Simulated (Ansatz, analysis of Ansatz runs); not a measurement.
# VSeO4 (P2_1/c): does an added hole stay on O?, part 2 of 2

Question: does an added hole stay on the O atom where it is started in VSeO4 (P2_1/c), and if so, how high is the barrier for a hop to another O site nearby? Model: a cell of 48 host atoms.

Ansatz 0.2.0; plane-wave PAW DFT, PBEsol+U; relaxation of all atoms of a supercell at fixed charge in a uniform background; PAW set soft_1.

So far. Step 2 (The cell without the carrier): The largest displacement from an ideal site is 0.100 Å.

### 3. The hole on the first site

The nearest neighbour or neighbours of the site start displaced and the site's starting moment is changed by the carrier's spin, since a carrier doesn't trap itself in the undistorted lattice.

Input file A.relax/input.yaml:

```yaml
crystal:
  lattice:
    - [7.75944036, 0.0, -0.02813939]
    - [0.0, 9.86368493, 0.0]
    - [-1.28557589, 0.0, 7.91334729]
  atoms:
    - { symbol: V, position: [0.004749, 0.003984, 0.303892], spin: 1.0 }
    - { symbol: V, position: [0.494632, 0.503896, 0.196262], spin: 1.0 }
    - { symbol: V, position: [0.495037, 0.995834, 0.696371], spin: -1.0 }
    - { symbol: V, position: [0.004459, 0.495937, 0.803818], spin: -1.0 }
    - { symbol: Se, position: [0.099245, 0.789159, 0.035601] }
    - { symbol: Se, position: [0.400022, 0.289068, 0.464469] }
    - { symbol: Se, position: [0.400056, 0.2106, 0.964433] }
    - { symbol: Se, position: [0.099243, 0.710691, 0.535662] }
    - { symbol: O, position: [0.496309, 0.869459, 0.500069] }
    - { symbol: O, position: [0.003233, 0.369603, 0.000134] }
    - { symbol: O, position: [0.003336, 0.130278, 0.500159] }
    - { symbol: O, position: [0.496205, 0.630208, 1.000016] }
    - { symbol: O, position: [0.430792, 0.161506, 0.168432] }
    - { symbol: O, position: [0.068343, 0.661618, 0.331664] }
    - { symbol: O, position: [0.068204, 0.838232, 0.83158] }
    - { symbol: O, position: [0.430694, 0.338239, 0.668438] }
    - { symbol: O, position: [0.215284, 0.982829, 0.304159] }
    - { symbol: O, position: [0.284073, 0.483196, 0.19616] }
    - { symbol: O, position: [0.284493, 0.016618, 0.696416] }
    - { symbol: O, position: [0.21497, 0.517005, 0.80388] }
    - { symbol: O, position: [0.444485, 0.882225, 0.104566] }
    - { symbol: O, position: [0.055125, 0.382268, 0.395517] }
    - { symbol: O, position: [0.055075, 0.117519, 0.895547] }
    - { symbol: O, position: [0.444191, 0.617465, 0.604622], spin: 1.0 }
    - { symbol: V, position: [0.504632, 0.003934, 0.303775], spin: 1.0 }
    - { symbol: V, position: [0.99477, 0.503943, 0.19637], spin: 1.0 }
    - { symbol: V, position: [0.994754, 0.995899, 0.696356], spin: -1.0 }
    - { symbol: V, position: [0.51153, 0.484024, 0.824065], spin: -1.0 }
    - { symbol: Se, position: [0.599498, 0.789018, 0.035659] }
    - { symbol: Se, position: [0.900152, 0.289113, 0.464551] }
    - { symbol: Se, position: [0.900158, 0.210728, 0.964663] }
    - { symbol: Se, position: [0.617567, 0.72171, 0.527203] }
    - { symbol: O, position: [0.996213, 0.869595, 0.500098] }
    - { symbol: O, position: [0.502997, 0.369545, 8.1e-05] }
    - { symbol: O, position: [0.503206, 0.130268, 0.500088] }
    - { symbol: O, position: [0.996059, 0.630337, 1.000098] }
    - { symbol: O, position: [0.931238, 0.161638, 0.168678] }
    - { symbol: O, position: [0.56842, 0.66148, 0.331628] }
    - { symbol: O, position: [0.568908, 0.838193, 0.831703] }
    - { symbol: O, position: [0.931075, 0.338263, 0.668526] }
    - { symbol: O, position: [0.715209, 0.983104, 0.304131] }
    - { symbol: O, position: [0.784241, 0.482957, 0.196204] }
    - { symbol: O, position: [0.784215, 0.016959, 0.69608] }
    - { symbol: O, position: [0.715126, 0.51668, 0.804014] }
    - { symbol: O, position: [0.944328, 0.882391, 0.104674] }
    - { symbol: O, position: [0.555038, 0.382253, 0.395483] }
    - { symbol: O, position: [0.555264, 0.11759, 0.895546] }
    - { symbol: O, position: [0.944151, 0.617588, 0.604594] }
total_charge: 1
basis:
  ecutwfc: 420
  xc_grid: 2
hamiltonian:
  xc: pbesol
  hubbard:
    sites: [{ species: V, l: d, u_eff: 4.0 }, { species: O, l: p, u_eff: 6.0 }]
    projectors: ortho-atomic
  pseudopotentials: { kind: paw, azcp: { folder: soft_1 }, xc_functional: pbe }
kpoints:
  mp_grid: { grid: [1, 1, 1] }
magnetization:
  spin_polarized: true
  initial_magnetization: 1
  spin_locking: { lock_magnetization: hard }
scf:
  occupations: { method: fermi_dirac, width: 0.01 }
  max_iter: 120
  lower_state_search: "off"
output:
  forces: true
relax:
  f_tol: 0.015
  max_steps: 70
  escape_saddle: false
checkpoint:
  write: "../A.relax.run"
  compress: false
  write_wavefunctions: true
  write_every: 100000
```

On the command line:

```bash
$ ansatz run input.yaml --threads 4 --pin off --max-ram 9420MiB --backend cpu --events-out ev --progress --plain --runs-dir out
```

Numbers of over 12 decimals in the logs are rounded to 6 here.

Output:

```text
[...]
Crystal: 48 atoms, lattice volume = 605.304 Å³
Basis set: ecut = 420 eV, 11813 PW (Γ), exchange–correlation on 108×144×108 points (8 copies of the dense FFT grid, shifted against one another)
Bands: 260, of which v1, the nominal top of the filled ones, is band 212 counted from 1 (211 counted from 0)
Symmetry: 1 space group operations
[...]
k-points: 1
[...]
Starting moments: Σ|m| = 9 μB on 9 of 48 sites
[...]
SCF iter   1: F=—  HF=-84320.954921 eV  |F-HF|=—  |Δ(HF+E_count)|=         —  Δρ=7.15e-2 (↑6.35e-2 ↓7.15e-2)  dr2=1.88e2  dr2_m=3.62e0  M=1.000 μB ∫|m|=15.493 μB  β_m=0.30  ethr=3.10e-3  ⟨swp⟩=5.0  Hψ=1628  notcnv=0  defer=40
[...]
spin=Collinear: Resta preconditioning applied to the charge; magnetization (m = ρ↑ − ρ↓) channel mixes plain (no charge-response kernel on spin).
SCF iter   2: F=—  HF=-84311.551676 eV  |F-HF|=—  |Δ(HF+E_count)|=    9.40e0  Δρ=5.03e-2 (↑4.16e-2 ↓5.03e-2)  dr2=4.97e1  dr2_m=2.13e0  M=1.000 μB ∫|m|=11.114 μB  β_m=0.36  ethr=3.10e-3  ⟨swp⟩=2.5  Hψ=992  notcnv=0  defer=80
[...]
SCF iter  19: F=-84315.572998 eV  HF=-84315.572998 eV  |F-HF|=8.25e-8  |Δ(HF+E_count)|=   9.39e-6  Δρ=2.13e-5 (↑1.41e-5 ↓2.13e-5)  dr2=3.04e-6  dr2_m=6.87e-7  M=1.000 μB ∫|m|=13.464 μB  ethr=1.33e-9  ⟨swp⟩=2.0  Hψ=1728  notcnv=0
SCF 1 converged in 19 iterations: F = -84315.572998 eV  dr2 = 3.04e-6
[...]
relax step   1: F+E_penalty+E_count = -84315.57299809 eV  Δ(F+E_penalty+E_count) = +0.000e0 eV  max|allowed force component| = 2.530e0 eV/Å  Δτ_max = 0.0000 Å  (19 SCF iters, dr2 threshold 5.63e-6 eV, accepted)
[...]
relax step   2: F+E_penalty+E_count = -84315.86169764 eV  Δ(F+E_penalty+E_count) = -2.887e-1 eV  max|allowed force component| = 1.241e0 eV/Å  Δτ_max = 0.0741 Å  (8 SCF iters, dr2 threshold 1.00e-4 eV, accepted)
relax step   3: F+E_penalty+E_count = -84315.96057285 eV  Δ(F+E_penalty+E_count) = -9.888e-2 eV  max|allowed force component| = 3.220e-1 eV/Å  Δτ_max = 0.0630 Å  (7 SCF iters, dr2 threshold 9.63e-5 eV, accepted)
relax step   4: F+E_penalty+E_count = -84315.69305329 eV  Δ(F+E_penalty+E_count) = +2.675e-1 eV  max|allowed force component| = 2.308e0 eV/Å  Δτ_max = 0.1346 Å  (51 SCF iters, dr2 threshold 6.97e-6 eV, rejected (line search))
relax step   5: F+E_penalty+E_count = -84315.99580921 eV  Δ(F+E_penalty+E_count) = -3.524e-2 eV  max|allowed force component| = 1.367e0 eV/Å  Δτ_max = 0.0518 Å  (30 SCF iters, accepted)
relax step   6: F+E_penalty+E_count = -84316.04346180 eV  Δ(F+E_penalty+E_count) = -4.765e-2 eV  max|allowed force component| = 1.322e0 eV/Å  Δτ_max = 0.0987 Å  (17 SCF iters, dr2 threshold 1.00e-4 eV, accepted)
relax step   7: F+E_penalty+E_count = -84316.12976794 eV  Δ(F+E_penalty+E_count) = -8.631e-2 eV  max|allowed force component| = 1.365e0 eV/Å  Δτ_max = 0.0332 Å  (10 SCF iters, dr2 threshold 1.00e-4 eV, accepted)
relax step   8: F+E_penalty+E_count = -84316.66064234 eV  Δ(F+E_penalty+E_count) = -5.309e-1 eV  max|allowed force component| = 8.110e-1 eV/Å  Δτ_max = 0.0900 Å  (14 SCF iters, dr2 threshold 1.00e-4 eV, accepted)
relax step   9: F+E_penalty+E_count = -84316.68396213 eV  Δ(F+E_penalty+E_count) = -2.332e-2 eV  max|allowed force component| = 1.350e0 eV/Å  Δτ_max = 0.0780 Å  (14 SCF iters, dr2 threshold 1.00e-4 eV, accepted)
relax step  10: F+E_penalty+E_count = -84316.79494725 eV  Δ(F+E_penalty+E_count) = -1.110e-1 eV  max|allowed force component| = 3.078e-1 eV/Å  Δτ_max = 0.0636 Å  (7 SCF iters, dr2 threshold 1.00e-4 eV, accepted)
relax step  11: F+E_penalty+E_count = -84316.81192469 eV  Δ(F+E_penalty+E_count) = -1.698e-2 eV  max|allowed force component| = 1.710e-1 eV/Å  Δτ_max = 0.0339 Å  (15 SCF iters, dr2 threshold 5.92e-6 eV, accepted)
relax step  12: F+E_penalty+E_count = -84316.81733801 eV  Δ(F+E_penalty+E_count) = -5.413e-3 eV  max|allowed force component| = 8.440e-2 eV/Å  Δτ_max = 0.0212 Å  (17 SCF iters, dr2 threshold 1.83e-6 eV, accepted)
relax step  13: F+E_penalty+E_count = -84316.81915931 eV  Δ(F+E_penalty+E_count) = -1.821e-3 eV  max|allowed force component| = 4.010e-2 eV/Å  Δτ_max = 0.0156 Å  (15 SCF iters, dr2 threshold 1.74e-6 eV, accepted)
relax step  14: F+E_penalty+E_count = -84316.81230833 eV  Δ(F+E_penalty+E_count) = +6.851e-3 eV  max|allowed force component| = 1.375e-1 eV/Å  Δτ_max = 0.0303 Å  (19 SCF iters, dr2 threshold 3.63e-7 eV, rejected (line search))
relax step  15: F+E_penalty+E_count = -84316.82026498 eV  Δ(F+E_penalty+E_count) = -1.106e-3 eV  max|allowed force component| = 2.621e-2 eV/Å  Δτ_max = 0.0119 Å  (20 SCF iters, accepted)
relax step  16: F+E_penalty+E_count = -84316.82054001 eV  Δ(F+E_penalty+E_count) = -2.750e-4 eV  max|allowed force component| = 1.522e-2 eV/Å  Δτ_max = 0.0068 Å  (17 SCF iters, accepted)
relax step  17: F+E_penalty+E_count = -84316.81987460 eV  Δ(F+E_penalty+E_count) = +6.654e-4 eV  max|allowed force component| = 4.661e-2 eV/Å  Δτ_max = 0.0087 Å  (18 SCF iters, rejected (line search))
SCF iter   1: F=—  HF=-84316.820412 eV  |F-HF|=—  |Δ(HF+E_count)|=         —  Δρ=5.96e-4 (↑4.93e-4 ↓5.96e-4)  dr2=2.38e-3  dr2_m=3.85e-4  M=1.000 μB ∫|m|=12.975 μB  β_m=0.30  ethr=5.23e-6  ⟨swp⟩=4.5  Hψ=1218  notcnv=0  defer=77
[...]
SCF iter  18: F=-84316.820650 eV  HF=-84316.820650 eV  |F-HF|=2.47e-8  |Δ(HF+E_count)|=   4.14e-8  Δρ=1.66e-6 (↑1.48e-6 ↓1.66e-6)  dr2=4.26e-8  dr2_m=2.70e-9  M=1.000 μB ∫|m|=12.974 μB  ethr=2.36e-11  ⟨swp⟩=2.0  Hψ=1412  notcnv=0
SCF 18 converged in 18 iterations: F = -84316.820650 eV  dr2 = 4.26e-8
relax step  18: F+E_penalty+E_count = -84316.82064951 eV  Δ(F+E_penalty+E_count) = -1.095e-4 eV  max|allowed force component| = 8.451e-3 eV/Å  Δτ_max = 0.0043 Å  (18 SCF iters, accepted)
NSCF: frozen V_eff on 1 k-points
[...]
SCF converged after 18 iterations
[...]
Magnetization: 1.0000 μB (212.0000 up, 211.0000 down)
Absolute magnetization: 13.0006 μB (∫|ρ↑−ρ↓|, with the PAW one-centre terms)
[...]
Per-site moments (μB) at R_I (Å): [(0.820147, 0.679255), (0.827592, 0.678545), (-0.827888, 0.678371), [... 45 left out ...]
Free energy (F): -84316.820650 eV
[...]
Internal energy: -84316.820650 eV  (E = F + TS)
E sigma→0 (E₀):  -84316.820650 eV
Fermi energy:    6.049954 (↑ 6.435777, ↓ 6.040767) eV
[...]
--- Forces (eV/Å), atoms counted from 1 ---
  atom   1  V      0.00031365    -0.00044478    -0.00114730
  atom   2  V      0.00270612    -0.00021400     0.00389274
  [... 5 atoms left out ...]
  atom   8  Se     0.00474018     0.00185362     0.00041121
  atom   9  O      0.00011508     0.00042034    -0.00081633
  [... 8 atoms left out ...]
  atom  18  O      0.00048305    -0.00009396     0.00237896
  [... 5 atoms left out ...]
  atom  24  O      0.00006719     0.00048262     0.00174052
  [... 3 atoms left out ...]
  atom  28  V     -0.00785308     0.00047939     0.00168166
  [... 3 atoms left out ...]
  atom  32  Se    -0.00329370     0.00012071    -0.00114603
  [... 5 atoms left out ...]
  atom  38  O     -0.00071721    -0.00181724    -0.00166382
  [... 5 atoms left out ...]
  atom  44  O      0.00162567    -0.00207622     0.00381717
  [... 1 atom left out ...]
  atom  46  O     -0.00037025     0.00134261    -0.00170604
  [... 2 atoms left out ...]
  max |Σ_I F_I| component: 3.36e-5 eV/Å
--- Band table (eV) ---
[...]
Occupation matrices written to <dir>
--- Relaxed structure (18 steps of the walk, 15 accepted, 0 SCFs on fresh bases) ---
  F+E_penalty+E_count = -84316.82064951 eV   max|allowed force component| = 8.451e-3 eV/Å
  atoms:
    - { symbol: V, position: [0.005583, 0.004251, 0.303595] }
    - { symbol: V, position: [0.496487, 0.502568, 0.195940] }
    [... 5 atoms left out ...]
    - { symbol: Se, position: [0.097685, 0.710824, 0.534650] }
    - { symbol: O, position: [0.494768, 0.868203, 0.500701] }
    [... 8 atoms left out ...]
    - { symbol: O, position: [0.285994, 0.483219, 0.196343] }
    [... 5 atoms left out ...]
    - { symbol: O, position: [0.451464, 0.617637, 0.611189] }
    [... 3 atoms left out ...]
    - { symbol: V, position: [0.476025, 0.496479, 0.796089] }
    [... 3 atoms left out ...]
    - { symbol: Se, position: [0.604332, 0.714503, 0.534176] }
    [... 5 atoms left out ...]
    - { symbol: O, position: [0.568744, 0.660355, 0.333614] }
    [... 5 atoms left out ...]
    - { symbol: O, position: [0.713623, 0.519923, 0.807188] }
    [... 1 atom left out ...]
    - { symbol: O, position: [0.555352, 0.382238, 0.398419] }
    [... 2 atoms left out ...]
```

It took 2.4 min on 4 threads of INTEL XEON PLATINUM 8581C at 2.30GHz (Emerald Rapids), shared host; peak memory 1.3 GiB; 8.9 min of CPU time.

Step by step:

```csv
step,energy less that of the first step (eV),largest force component (eV/Å)
1,0.0000,2.5304
2,-0.2887,1.2414
3,-0.3876,0.3220
4,-0.1201,2.3079
5,-0.4228,1.3672
6,-0.4705,1.3224
7,-0.5568,1.3652
8,-1.0876,0.8110
9,-1.1110,1.3499
10,-1.2219,0.3078
11,-1.2389,0.1710
12,-1.2443,0.0844
13,-1.2462,0.0401
14,-1.2393,0.1375
15,-1.2473,0.0262
16,-1.2475,0.0152
17,-1.2469,0.0466
18,-1.2477,0.0085
```

Relaxation steps 4, 14, 17 were tried and not accepted.

The atoms that moved most (Å):

```csv
atom,dx,dy,dz,length
V28,-0.240,0.123,-0.220,0.348
Se32,-0.112,-0.071,0.056,0.144
O20,0.084,0.047,-0.028,0.100
O24,0.048,0.002,0.052,0.071
V4,0.065,0.001,0.010,0.066
O40,0.035,0.032,0.015,0.050
O34,-0.032,0.008,-0.036,0.049
O12,0.022,-0.038,-0.019,0.048
```

The moves above count from the input, in which the site's nearest neighbours were already displaced; the distances below compare with the cell without the carrier.

Distances from O24 without and with the hole:

```csv
atom,without (Å),with (Å)
Se32,1.68,1.72
V28,1.99,1.89
O44,2.62,2.55
O38,2.57,2.57
```

The largest changes of the moments are 0.61 μB on O44, -0.05 μB on O20 and 0.03 μB on O24. The carrier did not stay on the chosen site.

### 4. Summary of results

- carrier trapped on the chosen site: no
- size of the moment change on that site: 0.03 μB

**Reading.** With PBEsol+U (4, 6 eV) (V d 4.0 eV, O p 6.0 eV) the hole does not stay on the chosen O atom: it moves to O44, so no hop between such sites was computed. The magnetic order was assumed and need not be the ground state; parallel spins on neighbours help a carrier to spread. The search for lower electronic states was switched off. Another U, a hybrid or another start may give another answer. What this leaves open: sampling at the zone centre alone can move energies of charged and open-shell states by tenths of an eV or more in cells of this size; the images are only 7.8 Å apart; gap and trapping depend on the U chosen (V d 4.0 eV, O p 6.0 eV).

[Logs are printed without paths, hosts, clocks, repeated set-up lines and the standing remarks that a program may print on its own settings, such as how far it seeks lower states.]

[Hosts, paths, dates, database ids (printed as entryN), source tags and the programs' standing remarks are cut or masked in the printed files.]
